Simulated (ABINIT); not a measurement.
# AlGaAs2 (zincblende [001] superlattice) (P-4m2): G0W0 with and without spin-orbit coupling

Aim: spinor G0W0 for AlGaAs2 (zincblende [001] superlattice) (P-4m2) beside the scalar-relativistic result.

Main program and level: ABINIT 10.8.3; PBEsol and many-body steps on it, plane waves.

Report form: the programs' logs are mostly left out.

The structure was built from a prototype and need not be the compound's stable phase.

## 1. The starting structure

It takes space group P-4m2 (No. 115, tetragonal). Conventional cell: a = 4.013 Å, b = 4.013 Å, c = 5.653 Å, α = 90.00°, β = 90.00°, γ = 90.00°. Ga has 4 As at 2.45 Å nearest. Nearest to As lie 2 Al at 2.45 Å and 2 Ga at 2.45 Å. Nearest to Al lie 4 As at 2.45 Å. It derives from GaAs. Farther neighbours are not listed.

The structure was relaxed with PBEsol. The structure type comes from a generator and need not be one that this composition takes. The runs that relaxed it are not among those shown.

## 2. Empty states on the mesh, 4×4×2 mesh, 128 bands

This step: ABINIT 10.8.3; DFT, PBEsol, plane waves, norm-conserving pseudopotentials.

The sums over transitions need many empty states on a uniform mesh; this step solves for them.

File run.abi:

```
acell 3*1.0 Angstrom
rprim 
  4.012873860044 0.000000000000 0.000000000000
  0.000000000000 4.012873860044 0.000000000000
  0.000000000000 0.000000000000 5.653081698734
ntypat 3
znucl 31 33 13
natom 4
typat 1 2 3 2
xred 
  0.000000000000 0.000000000000 0.125000000000
  0.500000000000 0.000000000000 0.375237529043
  0.500000000000 0.500000000000 0.625000000000
  0.000000000000 0.500000000000 0.874762470957
pp_dirpath "pseudos"
pseudos "Ga.upf, As.upf, Al.upf"
ecut 45
ngkpt 4 4 2
nshiftk 1
shiftk 0 0 0
kptopt 1
chksymbreak 0
iscf -2
irdden 1
istwfk *1
nband 128
nbdbuf 10
tolwfr 1e-09
nstep 60
prtvol 0
indata_prefix "in"
outdata_prefix "out"
tmpdata_prefix "tmp"
```

Started as:

```sh
OMP_NUM_THREADS=1 mpirun -n 8 abinit run.abi > log
```

It took 2.6 min on 8 MPI ranks of Arm Neoverse N1, shared host; peak memory 0.86 GiB.

This step gave:

```yaml
gap: 0.9957 eV
k_of_the_valence_top: 0, 0, 0
k_of_the_conduction_bottom: 0, 0, 0
least_direct_gap: 0.9957 eV
k_points_computed: 12
lowest_point_of_the_top_converged_band_above_the_valence_top: 46.18 eV
```

On this mesh the gap is 0.996 eV.

The density comes from a self-consistent run that is not shown.

## 3. Screening, 4×4×2 mesh, 118 bands, screening to 149.7 eV

The RPA dielectric matrix is built and inverted for each q.

This step: RPA screening on PBEsol, plane waves, norm-conserving pseudopotentials.

Changes to run.abi since step 2:

```diff
@@ -22,10 +22,11 @@
 chksymbreak 0
-iscf -2
-irdden 1
 istwfk *1
-nband 128
-nbdbuf 10
-tolwfr 1e-09
-nstep 60
-prtvol 0
+occopt 1
+irdwfk 1
+optdriver 3
+nband 118
+ecuteps 5.5
+inclvkb 0
+awtr 1
+symchi 1
 indata_prefix "in"
```

The job ended after 4 min (8 MPI ranks; peak memory 5.3 GiB; 32 min of CPU time).

Numbers from this step:

```yaml
eps_infinity_with_local_fields_on_this_mesh_along_the_program_s_q_direction: 29.54
the_same_without_local_fields: 31.90
plasma_frequency: 32.56 eV
plane_waves_in_the_screening_matrix: 363
```

Local fields lower ε∞ by 7 %. On a Γ-centred mesh this coarse the value itself is usually too large, while a short band sum pulls it down.

## 4. Scalar-relativistic

The self-energy is evaluated for the states that the input lists, and the levels follow from it, in one-shot runs by the linearised quasiparticle equation.

This step: G0W0 on PBEsol, plane waves, norm-conserving pseudopotentials.

Changes to run.abi since step 3:

```diff
@@ -25,8 +25,15 @@
 irdwfk 1
-optdriver 3
+optdriver 4
 nband 118
+gwcalctyp 0
+ecutsigx 45
+symsigma 1
+nkptgw 1
+kptgw 
+  0.0000000000 0.0000000000 0.0000000000
+bdgw 
+  34 37
 ecuteps 5.5
-inclvkb 0
-awtr 1
-symchi 1
+irdscr 1
+ppmodel 1
 indata_prefix "in"
```

Run time: 17 s. Hardware: 8 MPI ranks; peak memory 2.9 GiB.

This step gave:

```
G0W0 gap on the points computed              : 1.652 eV
starting gap on the mesh                     : 0.9957 eV
k of the valence top                         : 0, 0, 0
k of the conduction bottom                   : 0, 0, 0
Z at the valence top                         : 0.793
Z at the conduction bottom                   : 0.807
least direct G0W0 gap on the computed points : 1.652 eV
```

The gap on the mesh goes from 1.00 eV to 1.65 eV, a correction of +0.66 eV.

## 5. Empty states on the mesh, 4×4×2 mesh, 258 bands

This step: DFT, PBEsol with spin-orbit coupling, plane waves, norm-conserving pseudopotentials.

Changes to run.abi since step 4:

```diff
@@ -17,2 +17,3 @@
 ecut 45
+nspinor 2
 ngkpt 4 4 2
@@ -22,18 +23,10 @@
 chksymbreak 0
+iscf -2
+irdden 1
 istwfk *1
-occopt 1
-irdwfk 1
-optdriver 4
-nband 118
-gwcalctyp 0
-ecutsigx 45
-symsigma 1
-nkptgw 1
-kptgw 
-  0.0000000000 0.0000000000 0.0000000000
-bdgw 
-  34 37
-ecuteps 5.5
-irdscr 1
-ppmodel 1
+nband 258
+nbdbuf 22
+tolwfr 1e-09
+nstep 60
+prtvol 0
 indata_prefix "in"
```

Run time: 17 min. Hardware: 8 MPI ranks; peak memory 1.6 GiB.

Numbers from this step:

* gap: 0.8942 eV
* k of the valence top: 0, 0, 0
* k of the conduction bottom: 0, 0, 0
* least direct gap: 0.8942 eV
* k points computed: 12
* lowest point of the top converged band, above the valence top: 46.07 eV

On this mesh the gap is 0.894 eV.

The density comes from a self-consistent run that is not shown, made with spin-orbit coupling and fully relativistic files.

## 6. Screening, 4×4×2 mesh, 236 bands, screening to 149.7 eV

This step: RPA screening on PBEsol with spin-orbit coupling, plane waves, norm-conserving pseudopotentials.

Changes to run.abi since step 5:

```diff
@@ -23,10 +23,11 @@
 chksymbreak 0
-iscf -2
-irdden 1
 istwfk *1
-nband 258
-nbdbuf 22
-tolwfr 1e-09
-nstep 60
-prtvol 0
+occopt 1
+irdwfk 1
+optdriver 3
+nband 236
+ecuteps 5.5
+inclvkb 0
+awtr 1
+symchi 1
 indata_prefix "in"
@@ -34 +35,2 @@
 tmpdata_prefix "tmp"
+gwmem 10
```

Wall time 44 min (8 MPI ranks); peak memory 3.1 GiB.

Numbers from this step:

| Property | Result |
| --- | --- |
| ε∞ with local fields, on this mesh, along the program's q direction | 31.04 |
| the same without local fields | 33.44 |
| plasma frequency | 32.56 eV |
| plane waves in the screening matrix | 363 |

## 7. With spin-orbit coupling

This step: G0W0 on PBEsol with spin-orbit coupling, plane waves, norm-conserving pseudopotentials.

Changes to run.abi since step 6:

```diff
@@ -26,8 +26,15 @@
 irdwfk 1
-optdriver 3
+optdriver 4
 nband 236
+gwcalctyp 0
+ecutsigx 45
+symsigma 0
+nkptgw 1
+kptgw 
+  0.0000000000 0.0000000000 0.0000000000
+bdgw 
+  67 74
 ecuteps 5.5
-inclvkb 0
-awtr 1
-symchi 1
+irdscr 1
+ppmodel 1
 indata_prefix "in"
```

Wall time 3.8 min (8 MPI ranks); peak memory 2.8 GiB; 31 min of CPU time.

This step gave:

```yaml
g0w0_gap_on_the_points_computed: 1.544 eV
starting_gap_on_the_mesh: 0.8942 eV
k_of_the_valence_top: 0, 0, 0
k_of_the_conduction_bottom: 0, 0, 0
z_at_the_valence_top: 0.793
z_at_the_conduction_bottom: 0.807
least_direct_g0w0_gap_on_the_computed_points: 1.544 eV
```

Against G0W0 in ABINIT (4×4×2 mesh, 118 bands, screening to 149.7 eV, Godby-Needs plasmon pole), the gap moves by −0.108 eV.

## 8. The runs together

Times are wall times on 8 MPI ranks of Arm Neoverse N1, shared host, good to a factor of about two. A run's time includes the screening step that it read.

```tsv
run	mesh	bands	screening cutoff (eV)	DFT gap (eV)	gap on the mesh (eV)	direct (eV)	ε∞ used	time
scalar-relativistic	4×4×2	118	149.7	0.996	1.652	1.652	29.54	4.3 min
with spin-orbit coupling	4×4×2	236	149.7	0.894	1.544	1.544	31.04	48 min
```

## 9. Outcome

```json
{"scalar-relativistic": "1.652 eV", "with spin-orbit coupling": "1.544 eV", "known limits": "not at the basis limit; mesh may overstate the screening; screening head approximate; no spin-orbit coupling in some runs; coarse k mesh"}
```

**Reading.** With spin-orbit coupling: −0.108 eV against scalar-relativistic, −0.101 eV of it in the start. Bands and cutoff are finite, so the gap is not at the basis limit. The miss can reach some tenths of an eV and take either sign; the mesh is an error of its own. In the G0W0 runs levels were corrected at 1 k point alone, so a gap called «on the mesh» is the least over those, and an edge elsewhere would be missed. The 4×4×2 mesh is coarse for this cell, which bears on the long-range parts of exchange and screening. The RPA ε∞ on this mesh reaches over 25; with a narrow direct gap a coarse mesh can overstate it, and the correction is then too small. The long-wavelength limit of the screening leaves out the non-local commutator, which shifts ε∞.

[Paths, hosts, dates, memory and timing lines, banners, echoed tables and standing remarks are left out of the program output.]

[Logs are printed without paths, hosts, clocks, repeated set-up lines and the standing remarks that a program may print on its own settings, such as how far it seeks lower states.]

[Runs of the session that timed out or met a known fault of the program may be left out.]

[Hosts, paths, dates, database ids (printed as entryN), source tags and the programs' standing remarks are cut or masked in the printed files.]

[G0W0 gaps are taken among the corrected bands and points alone; a level outside them can change the order at an edge.]

[Where Ansatz stands beside ABINIT at settings called matched, ABINIT's density can come from a denser mesh and the files from another edition; pairs whose starting gaps differed by over 0.03 eV were left out, so agreement reads better than it is.]
